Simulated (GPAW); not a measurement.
**ZrSi2P4 monolayer: work function by functional and basis**

Aim: the work function of both faces of ZrSi2P4 monolayer, and its spread over functionals and bases.

Calculated with GPAW 26.7.0; GPAW, PAW setups; layer in a repeated cell with vacuum, relaxation of atoms and in-plane cell, in the first sound run; inputs show where later runs differ.

**1. Starting point**

The cell holds 7 atoms: 4 P, 2 Si and 1 Zr. Its edges and angles: a = 3.480 Å, b = 3.480 Å, c = 26.887 Å, α = 90.0°, β = 90.0°, γ = 120.0°. Vacuum lies along c.

**2. Relaxing the atoms**

The atoms are relaxed first, since the surface dipole, and with it the work function, follows the positions of the outer layers.

Input file run.py:

```python
import json
import numpy as np
from ase import Atoms
from ase.filters import FrechetCellFilter
from ase.optimize import BFGS
from gpaw import GPAW, PW

slab = Atoms(
    ['P', 'Si', 'P', 'Zr', 'P', 'Si', 'P'],
    positions=[
        [0.00000, 0.00000, 9.00000],
        [-0.00000, 2.00918, 9.64444],
        [-0.00000, 2.00918, 11.75444],
        [0.00000, 0.00000, 13.44376],
        [-0.00000, 2.00918, 15.13309],
        [-0.00000, 2.00918, 17.24309],
        [0.00000, 0.00000, 17.88753]],
    cell=[[3.48, 0.0, 0.0], [-1.74, 3.01377, 0.0], [0.0, 0.0, 26.8875]],
    pbc=[True, True, True])

slab.calc = GPAW(mode=PW(600), xc='PBE', kpts={'size': (9, 9, 1), 'gamma': True},
                 occupations={'name': 'fermi-dirac', 'width': 0.05}, nbands='200%',
                 convergence={'density': 1e-05}, maxiter=200,
                 symmetry={'tolerance': 1e-3}, txt='slab.txt')
result = {}
# The in-plane cell is free; stress needs a cell that repeats along all three vectors
path = []
opt = BFGS(FrechetCellFilter(slab, mask=[1, 1, 0, 0, 0, 1]), maxstep=0.2)
opt.attach(lambda: path.append((slab.get_potential_energy(), slab.positions.tolist(), slab.get_forces().tolist())))
result['relaxed'] = bool(opt.run(fmax=0.02, steps=45))
result['path'] = path
result['cell'] = slab.cell.tolist()
print('in-plane lattice', slab.cell.cellpar().round(4)[[0, 1, 5]])
energy = slab.get_potential_energy()
fermi = slab.calc.get_fermi_level()
v = slab.calc.get_electrostatic_potential().mean((0, 1)) - fermi
n = slab.calc.get_pseudo_density().mean((0, 1))
L = slab.cell[2, 2]
z = np.arange(len(v)) * L / len(v)
low, high = slab.positions[:, 2].min(), slab.positions[:, 2].max()
below, above = np.interp([low - 6.8, high + 6.8], z, v)
slopes = [np.interp(x, z, np.gradient(v, z)) for x in (low - 6.8, high + 6.8)]
eps = np.array([[slab.calc.get_eigenvalues(k, s) for k in range(len(slab.calc.get_ibz_k_points()))]
                for s in range(slab.calc.get_number_of_spins())]) - fermi
top, bottom = eps[eps < 0].max(), eps[eps > 0].min()
dipole = slab.get_dipole_moment()[2]
print(f'energy {energy:.4f} eV, Fermi level {fermi:.4f} eV, dipole {dipole:.5f} e A')
print(f'potential 6.8 A off the faces, from the Fermi level: lower {below:.4f} eV, upper {above:.4f} eV')
print(f'slope of the potential there: lower {slopes[0]:.5f}, upper {slopes[1]:.5f} eV/A')
print(f'nearest levels on the mesh: {top:.4f} and {bottom:.4f} eV')
print('magnetic moment', round(slab.get_magnetic_moment(), 3))
result.update(energy=energy, fermi=fermi, dipole=dipole, below=below, above=above, slopes=slopes, edges=[top, bottom],
              z=z.tolist(), v=v.tolist(), n=n.tolist(), positions=slab.positions.tolist(),
              forces=slab.get_forces(apply_constraint=False).tolist(), moments=slab.get_magnetic_moments().tolist())
json.dump(result, open('result.json', 'w'))
```

On the command line:

```console
OMP_NUM_THREADS=1 OPENBLAS_NUM_THREADS=1 python run.py
```

Log:

```text
Step          Energy          fmax
BFGS:    0      -40.082593        3.713953
BFGS:    1      -40.782409        3.137277
BFGS:    2      -42.010075        0.773470
BFGS:    3      -42.044481        0.694995
BFGS:    4      -42.162717        0.481964
BFGS:    5      -42.209122        0.356976
BFGS:    6      -42.220461        0.173488
BFGS:    7      -42.222077        0.065382
BFGS:    8      -42.222320        0.030616
BFGS:    9      -42.222362        0.009728
in-plane lattice [  3.6364   3.6364 120.    ]
energy -42.2171 eV, Fermi level -0.3478 eV, dipole 0.00053 e A
potential 6.8 A off the faces, from the Fermi level: lower 5.5826 eV, upper 5.5814 eV
slope of the potential there: lower 0.00035, upper 0.00027 eV/A
nearest levels on the mesh: -0.0230 and 0.0425 eV
magnetic moment 0.0
```

Run time: 17 min. Hardware: 1 thread of Arm Neoverse V1, shared host; peak memory 0.52 GiB.

Numbers from this step:

```yaml
dipole_along_the_normal: 5.32e-4 e·Å
levels_nearest_the_fermi_level_on_the_mesh: -0.02301, 0.04245 eV from the Fermi level
```

Electrostatic potential energy of an electron (without an applied field's), less the Fermi level, planar mean against z:

z (Å), electrostatic potential energy of an electron (without an applied field's), less the Fermi level, planar mean (eV) and a bar from the least value:
```
      0.0        5.6 ##############################
      0.5        5.6 ##############################
      1.0        5.6 ##############################
      1.5        5.6 ##############################
      2.0        5.6 ##############################
      2.5        5.6 ##############################
      3.0        5.6 ##############################
      3.5        5.6 ##############################
      4.0        5.6 ##############################
      4.5        5.6 ##############################
      5.0        5.6 ##############################
      5.5        5.6 ##############################
      6.0        5.6 ##############################
      6.5        5.5 ##############################
      7.0        5.2 ##############################
      7.5        4.1 ############################
      8.0       -0.3 ######################
      8.5      -11.0 ########
      9.0      -11.7 #######
      9.5      -11.6 #######
     10.0       -6.5 ##############
     10.5        0.9 ########################
     11.0        1.9 #########################
     11.5       -4.7 ################
     12.0      -10.5 #########
     12.5       -4.7 ################
     13.0      -10.2 #########
     13.5      -17.1 
     14.0       -8.0 ############
     14.5       -5.4 ###############
     15.0      -10.8 ########
     15.5       -2.5 ###################
     16.0        2.2 ##########################
     16.5       -0.3 ######################
     17.0       -8.5 ###########
     17.5      -11.2 ########
     18.0      -12.6 ######
     18.5       -8.5 ###########
     19.0        1.3 ########################
     19.5        4.5 #############################
     20.0        5.3 ##############################
     20.5        5.5 ##############################
     21.0        5.6 ##############################
     21.5        5.6 ##############################
     22.0        5.6 ##############################
     22.5        5.6 ##############################
     23.0        5.6 ##############################
     23.5        5.6 ##############################
     24.0        5.6 ##############################
     24.5        5.6 ##############################
     25.0        5.6 ##############################
     25.5        5.6 ##############################
     26.0        5.6 ##############################
     26.5        5.6 ##############################
```

Table of pseudo valence density, planar mean by z:

```tsv
z (Å)	pseudo valence density, planar mean (e/Å³)
5.0	4.9e-5
5.5	2.1e-4
6.0	9.0e-4
6.5	0.00386
7.0	0.0164
7.5	0.0655
8.0	0.192
8.5	0.270
9.0	0.378
9.5	0.292
10.0	0.185
10.5	0.144
11.0	0.166
11.5	0.243
12.0	0.280
12.5	0.349
13.0	0.540
13.5	0.906
14.0	0.451
14.5	0.342
15.0	0.260
15.5	0.230
16.0	0.153
16.5	0.150
17.0	0.197
17.5	0.333
18.0	0.354
18.5	0.265
19.0	0.158
19.5	0.0478
20.0	0.0116
20.5	0.00272
21.0	6.4e-4
21.5	1.5e-4
22.0	3.5e-5
```

The relaxation lowered the energy of the cell by 2.14 eV (energies extrapolated to zero smearing; the optimiser's log prints free energies). The largest force left on a free atom is 0.0097 eV/Å.

**3. The slab's potential**

The work function is the vacuum plateau of the electrostatic potential less the Fermi level; a dipole layer lets the two faces have plateaus of their own.

This step: GPAW, PAW setups; slab in vacuum (GPAW 26.7.0).

The cell differs from the one that the last finished run ended in (c 26.887 → 27.556 Å).

Edit run.py of step 2 so:

```diff
@@ -3,4 +3,2 @@
 from ase import Atoms
-from ase.filters import FrechetCellFilter
-from ase.optimize import BFGS
 from gpaw import GPAW, PW
@@ -10,25 +8,18 @@
     positions=[
-        [0.00000, 0.00000, 9.00000],
-        [-0.00000, 2.00918, 9.64444],
-        [-0.00000, 2.00918, 11.75444],
-        [0.00000, 0.00000, 13.44376],
-        [-0.00000, 2.00918, 15.13309],
-        [-0.00000, 2.00918, 17.24309],
-        [0.00000, 0.00000, 17.88753]],
-    cell=[[3.48, 0.0, 0.0], [-1.74, 3.01377, 0.0], [0.0, 0.0, 26.8875]],
-    pbc=[True, True, True])
+        [-0.00000, 0.00000, 9.00000],
+        [-0.00000, 2.09945, 9.97579],
+        [-0.00000, 2.09945, 12.22800],
+        [0.00000, 0.00000, 13.77789],
+        [-0.00000, 2.09945, 15.32779],
+        [-0.00000, 2.09945, 17.57999],
+        [0.00000, -0.00000, 18.55579]],
+    cell=[[3.63636, -0.0, 0.0], [-1.81818, 3.14918, 0.0], [0.0, 0.0, 27.5558]],
+    pbc=[True, True, False])
 
-slab.calc = GPAW(mode=PW(600), xc='PBE', kpts={'size': (9, 9, 1), 'gamma': True},
+slab.calc = GPAW(mode=PW(400), xc='PBE', kpts={'size': (9, 9, 1), 'gamma': True},
                  occupations={'name': 'fermi-dirac', 'width': 0.05}, nbands='200%',
                  convergence={'density': 1e-05}, maxiter=200,
+                 poissonsolver={'dipolelayer': 'xy'},
                  symmetry={'tolerance': 1e-3}, txt='slab.txt')
 result = {}
-# The in-plane cell is free; stress needs a cell that repeats along all three vectors
-path = []
-opt = BFGS(FrechetCellFilter(slab, mask=[1, 1, 0, 0, 0, 1]), maxstep=0.2)
-opt.attach(lambda: path.append((slab.get_potential_energy(), slab.positions.tolist(), slab.get_forces().tolist())))
-result['relaxed'] = bool(opt.run(fmax=0.02, steps=45))
-result['path'] = path
-result['cell'] = slab.cell.tolist()
-print('in-plane lattice', slab.cell.cellpar().round(4)[[0, 1, 5]])
 energy = slab.get_potential_energy()
```

Log:

```text
energy -42.1456 eV, Fermi level -0.4750 eV, dipole -0.00026 e A
potential 6.8 A off the faces, from the Fermi level: lower 5.5803 eV, upper 5.5845 eV
slope of the potential there: lower 0.00004, upper -0.00004 eV/A
nearest levels on the mesh: -0.0236 and 0.0424 eV
magnetic moment 0.0
```

Run time: 77 s. Hardware: 1 thread; peak memory 0.26 GiB.

Numbers from this step:

```
dipole along the normal                    : -2.63e-4 e·Å
levels nearest the Fermi level on the mesh : -0.02363, 0.04244 eV from the Fermi level
upper work function                        : 5.585 eV
lower work function                        : 5.580 eV
```

The electrostatic potential energy of an electron (without an applied field's), less the Fermi level, planar mean oscillates, so the rows of the table below give means over windows of 1.72 Å about each position, cut where the curve ends. Its maxima inside the range that stand out by 2 % of the span (Å: eV): 9.6: -10.7, 11.2: 2.25, 12.9: -4.60, 14.6: -4.60, 16.4: 2.25, 18.0: -10.7. Its minima: 9.0: -13.5, 9.9: -11.7, 12.3: -10.9, 13.8: -17.3, 15.3: -10.9, 17.7: -11.7, 18.5: -13.5.

Electrostatic potential energy of an electron (without an applied field's), less the Fermi level, planar mean against z; means over each step:

```tsv
z (Å)	electrostatic potential energy of an electron (without an applied field's), less the Fermi level, planar mean (eV)
0.86	5.58
2.58	5.58
4.30	5.58
6.02	5.56
7.74	3.08
9.46	-10.9
11.18	-1.23
12.90	-9.31
14.62	-9.48
16.34	-1.29
18.06	-10.9
19.78	2.84
21.50	5.56
23.22	5.58
24.94	5.58
26.66	5.58
```

Pseudo valence density, planar mean against z:

z (Å), pseudo valence density, planar mean (e/Å³) and a bar:
```
        5      0.000 
        6      0.000 
        7      0.006 
        8      0.099 ####
        9      0.292 ###########
       10      0.240 #########
       11      0.141 #####
       12      0.249 ##########
       13      0.370 ##############
       14      0.785 ##############################
       15      0.325 ############
       16      0.202 ########
       17      0.164 ######
       18      0.375 ##############
       19      0.246 #########
       20      0.031 #
       21      0.002 
       22      0.000 
       23      0.000
```

The potential is flat to 4.0e-5 eV/Å where it is read, so the vacuum is wide enough.

**4. Self-consistent run: xc = "vdW-DF2"**

The same geometry under vdW-DF2, to see how far the functional moves the levels against the vacuum (the van der Waals functionals take revPBE setups).

Edit run.py of step 3 so:

```diff
@@ -18,3 +18,3 @@
 
-slab.calc = GPAW(mode=PW(400), xc='PBE', kpts={'size': (9, 9, 1), 'gamma': True},
+slab.calc = GPAW(mode=PW(400), xc='vdW-DF2', kpts={'size': (9, 9, 1), 'gamma': True},
                  occupations={'name': 'fermi-dirac', 'width': 0.05}, nbands='200%',
```

Log:

```text
energy -268.8468 eV, Fermi level -0.6161 eV, dipole -0.00026 e A
potential 6.8 A off the faces, from the Fermi level: lower 5.8909 eV, upper 5.8951 eV
slope of the potential there: lower 0.00004, upper -0.00004 eV/A
nearest levels on the mesh: -0.1430 and 0.1349 eV
magnetic moment 0.0
```

It took 87 s on 1 thread; peak memory 0.47 GiB.

Numbers from this step:

- dipole along the normal: -2.64e-4 e·Å
- levels nearest the Fermi level on the mesh: -0.1430, 0.1349 eV from the Fermi level
- upper work function: 5.895 eV
- lower work function: 5.891 eV

The electrostatic potential energy of an electron (without an applied field's), less the Fermi level, planar mean oscillates, so the rows of the table below give means over windows of 1.72 Å about each position, cut where the curve ends. Its maxima inside the range that stand out by 2 % of the span (Å: eV): 9.6: -10.6, 11.2: 2.05, 12.9: -4.72, 14.6: -4.72, 16.4: 2.05, 18.0: -10.6. Its minima: 9.0: -13.4, 9.9: -11.7, 12.3: -10.9, 13.8: -17.7, 15.3: -10.9, 17.7: -11.7, 18.5: -13.4.

Table of electrostatic potential energy of an electron (without an applied field's), less the Fermi level, planar mean by z; means over each step:

z (Å), electrostatic potential energy of an electron (without an applied field's), less the Fermi level, planar mean (eV) and a bar from the least value:
```
     0.86        5.9 ##############################
     2.58        5.9 ##############################
     4.30        5.9 ##############################
     6.02        5.9 ##############################
     7.74        3.3 #########################
     9.46      -10.8 
    11.18       -1.4 #################
    12.90       -9.5 ##
    14.62       -9.6 ##
    16.34       -1.4 #################
    18.06      -10.8 
    19.78        3.0 #########################
    21.50        5.9 ##############################
    23.22        5.9 ##############################
    24.94        5.9 ##############################
    26.66        5.9 ##############################
```

The pseudo valence density, planar mean by z:

```tsv
z (Å)	pseudo valence density, planar mean (e/Å³)
5	2.6e-5
6	4.4e-4
7	0.00718
8	0.0984
9	0.290
10	0.241
11	0.138
12	0.250
13	0.371
14	0.780
15	0.328
16	0.202
17	0.162
18	0.379
19	0.244
20	0.0316
21	0.00212
22	1.2e-4
23	7.7e-6
```

Force by atom:

```tsv
atom	x (eV/Å)	y (eV/Å)	z (eV/Å)	size
P1	0.000	0.000	-0.239	0.239
Si2	0.000	0.000	-0.070	0.070
P3	0.000	0.000	-0.208	0.208
Zr4	0.000	0.000	0.000	0.000
P5	0.000	0.000	0.208	0.208
Si6	0.000	0.000	0.070	0.070
P7	0.000	0.000	0.239	0.239
```

The upper face's work function is 5.895 eV, against 5.585 eV in the first plane-wave PBE run at this geometry.

**5. Self-consistent run: xc = "revPBE"**

The same geometry under revPBE, to see how far the functional moves the levels against the vacuum.

Edit run.py of step 4 so:

```diff
@@ -18,3 +18,3 @@
 
-slab.calc = GPAW(mode=PW(400), xc='vdW-DF2', kpts={'size': (9, 9, 1), 'gamma': True},
+slab.calc = GPAW(mode=PW(400), xc='revPBE', kpts={'size': (9, 9, 1), 'gamma': True},
                  occupations={'name': 'fermi-dirac', 'width': 0.05}, nbands='200%',
```

Log:

```text
energy -40.2036 eV, Fermi level -0.3962 eV, dipole -0.00026 e A
potential 6.8 A off the faces, from the Fermi level: lower 5.4952 eV, upper 5.4994 eV
slope of the potential there: lower 0.00004, upper -0.00004 eV/A
nearest levels on the mesh: -0.0388 and 0.0586 eV
magnetic moment 0.0
```

Run time: 78 s. Hardware: 1 thread; peak memory 0.26 GiB.

This step gave:

```
dipole along the normal                    : -2.63e-4 e·Å
levels nearest the Fermi level on the mesh : -0.03880, 0.05861 eV from the Fermi level
upper work function                        : 5.499 eV
lower work function                        : 5.495 eV
```

The upper face's work function is 5.499 eV, against 5.585 eV in the first plane-wave PBE run at this geometry.

**6. Self-consistent run: xc = "LDA"**

The same geometry under LDA, to see how far the functional moves the levels against the vacuum.

Edit run.py of step 5 so:

```diff
@@ -18,3 +18,3 @@
 
-slab.calc = GPAW(mode=PW(400), xc='revPBE', kpts={'size': (9, 9, 1), 'gamma': True},
+slab.calc = GPAW(mode=PW(400), xc='LDA', kpts={'size': (9, 9, 1), 'gamma': True},
                  occupations={'name': 'fermi-dirac', 'width': 0.05}, nbands='200%',
```

Log:

```text
energy -46.3861 eV, Fermi level -0.6900 eV, dipole -0.00026 e A
potential 6.8 A off the faces, from the Fermi level: lower 5.7877 eV, upper 5.7919 eV
slope of the potential there: lower 0.00004, upper -0.00004 eV/A
nearest levels on the mesh: -0.0034 and 0.0133 eV
magnetic moment 0.0
```

It took 75 s on 1 thread; peak memory 0.26 GiB.

Numbers from this step:

```
dipole along the normal                    : -2.64e-4 e·Å
levels nearest the Fermi level on the mesh : -0.003361, 0.01335 eV from the Fermi level
upper work function                        : 5.792 eV
lower work function                        : 5.788 eV
```

The upper face's work function is 5.792 eV, against 5.585 eV in the first plane-wave PBE run at this geometry.

**7. Self-consistent run: xc = "RPBE"**

The same geometry under RPBE, to see how far the functional moves the levels against the vacuum.

Edit run.py of step 6 so:

```diff
@@ -18,3 +18,3 @@
 
-slab.calc = GPAW(mode=PW(400), xc='LDA', kpts={'size': (9, 9, 1), 'gamma': True},
+slab.calc = GPAW(mode=PW(400), xc='RPBE', kpts={'size': (9, 9, 1), 'gamma': True},
                  occupations={'name': 'fermi-dirac', 'width': 0.05}, nbands='200%',
```

Log:

```text
energy -39.9013 eV, Fermi level -0.3866 eV, dipole -0.00026 e A
potential 6.8 A off the faces, from the Fermi level: lower 5.4980 eV, upper 5.5022 eV
slope of the potential there: lower 0.00004, upper -0.00004 eV/A
nearest levels on the mesh: -0.0447 and 0.0648 eV
magnetic moment 0.0
```

Run time: 79 s. Hardware: 1 thread; peak memory 0.26 GiB.

Numbers from this step:

```yaml
dipole_along_the_normal: -2.63e-4 e·Å
levels_nearest_the_fermi_level_on_the_mesh: -0.04473, 0.06479 eV from the Fermi level
upper_work_function: 5.502 eV
lower_work_function: 5.498 eV
```

The electrostatic potential energy of an electron (without an applied field's), less the Fermi level, planar mean oscillates, so the rows of the table below give means over windows of 1.72 Å about each position, cut where the curve ends. Its maxima inside the range that stand out by 2 % of the span (Å: eV): 9.6: -10.8, 11.2: 2.15, 12.9: -4.70, 14.6: -4.69, 16.4: 2.15, 18.0: -10.8. Its minima: 9.0: -13.6, 9.9: -11.8, 12.3: -11.0, 13.8: -17.5, 15.3: -11.0, 17.7: -11.8, 18.5: -13.6.

The electrostatic potential energy of an electron (without an applied field's), less the Fermi level, planar mean by z; means over each step:

```tsv
z (Å)	electrostatic potential energy of an electron (without an applied field's), less the Fermi level, planar mean (eV)
0.86	5.50
2.58	5.50
4.30	5.50
6.02	5.48
7.74	3.00
9.46	-11.0
11.18	-1.33
12.90	-9.41
14.62	-9.58
16.34	-1.39
18.06	-11.0
19.78	2.76
21.50	5.48
23.22	5.50
24.94	5.50
26.66	5.50
```

The upper face's work function is 5.502 eV, against 5.585 eV in the first plane-wave PBE run at this geometry.

**8. OptPBE vdW: xc = "optPBE-vdW"**

The same geometry under optPBE-vdW, to see how far the functional moves the levels against the vacuum (the van der Waals functionals take revPBE setups).

Edit run.py of step 7 so:

```diff
@@ -18,3 +18,3 @@
 
-slab.calc = GPAW(mode=PW(400), xc='RPBE', kpts={'size': (9, 9, 1), 'gamma': True},
+slab.calc = GPAW(mode=PW(400), xc='optPBE-vdW', kpts={'size': (9, 9, 1), 'gamma': True},
                  occupations={'name': 'fermi-dirac', 'width': 0.05}, nbands='200%',
```

Log:

```text
energy -87.4136 eV, Fermi level -0.5827 eV, dipole -0.00026 e A
potential 6.8 A off the faces, from the Fermi level: lower 5.7793 eV, upper 5.7835 eV
slope of the potential there: lower 0.00004, upper -0.00004 eV/A
nearest levels on the mesh: -0.0670 and 0.0794 eV
magnetic moment 0.0
```

It took 90 s on 1 thread; peak memory 0.47 GiB.

Numbers from this step:

* levels nearest the Fermi level on the mesh: -0.06703, 0.07939 eV from the Fermi level
* upper work function: 5.783 eV
* lower work function: 5.779 eV

The upper face's work function is 5.783 eV, against 5.585 eV in the first plane-wave PBE run at this geometry.

(Part 1 of 2 ends here.)

[Logs are printed without paths, hosts, clocks, repeated set-up lines and the standing remarks that a program may print on its own settings, such as how far it seeks lower states.]

[Hosts, paths, dates, database ids (printed as entryN), source tags and the programs' standing remarks are cut or masked in the printed files.]
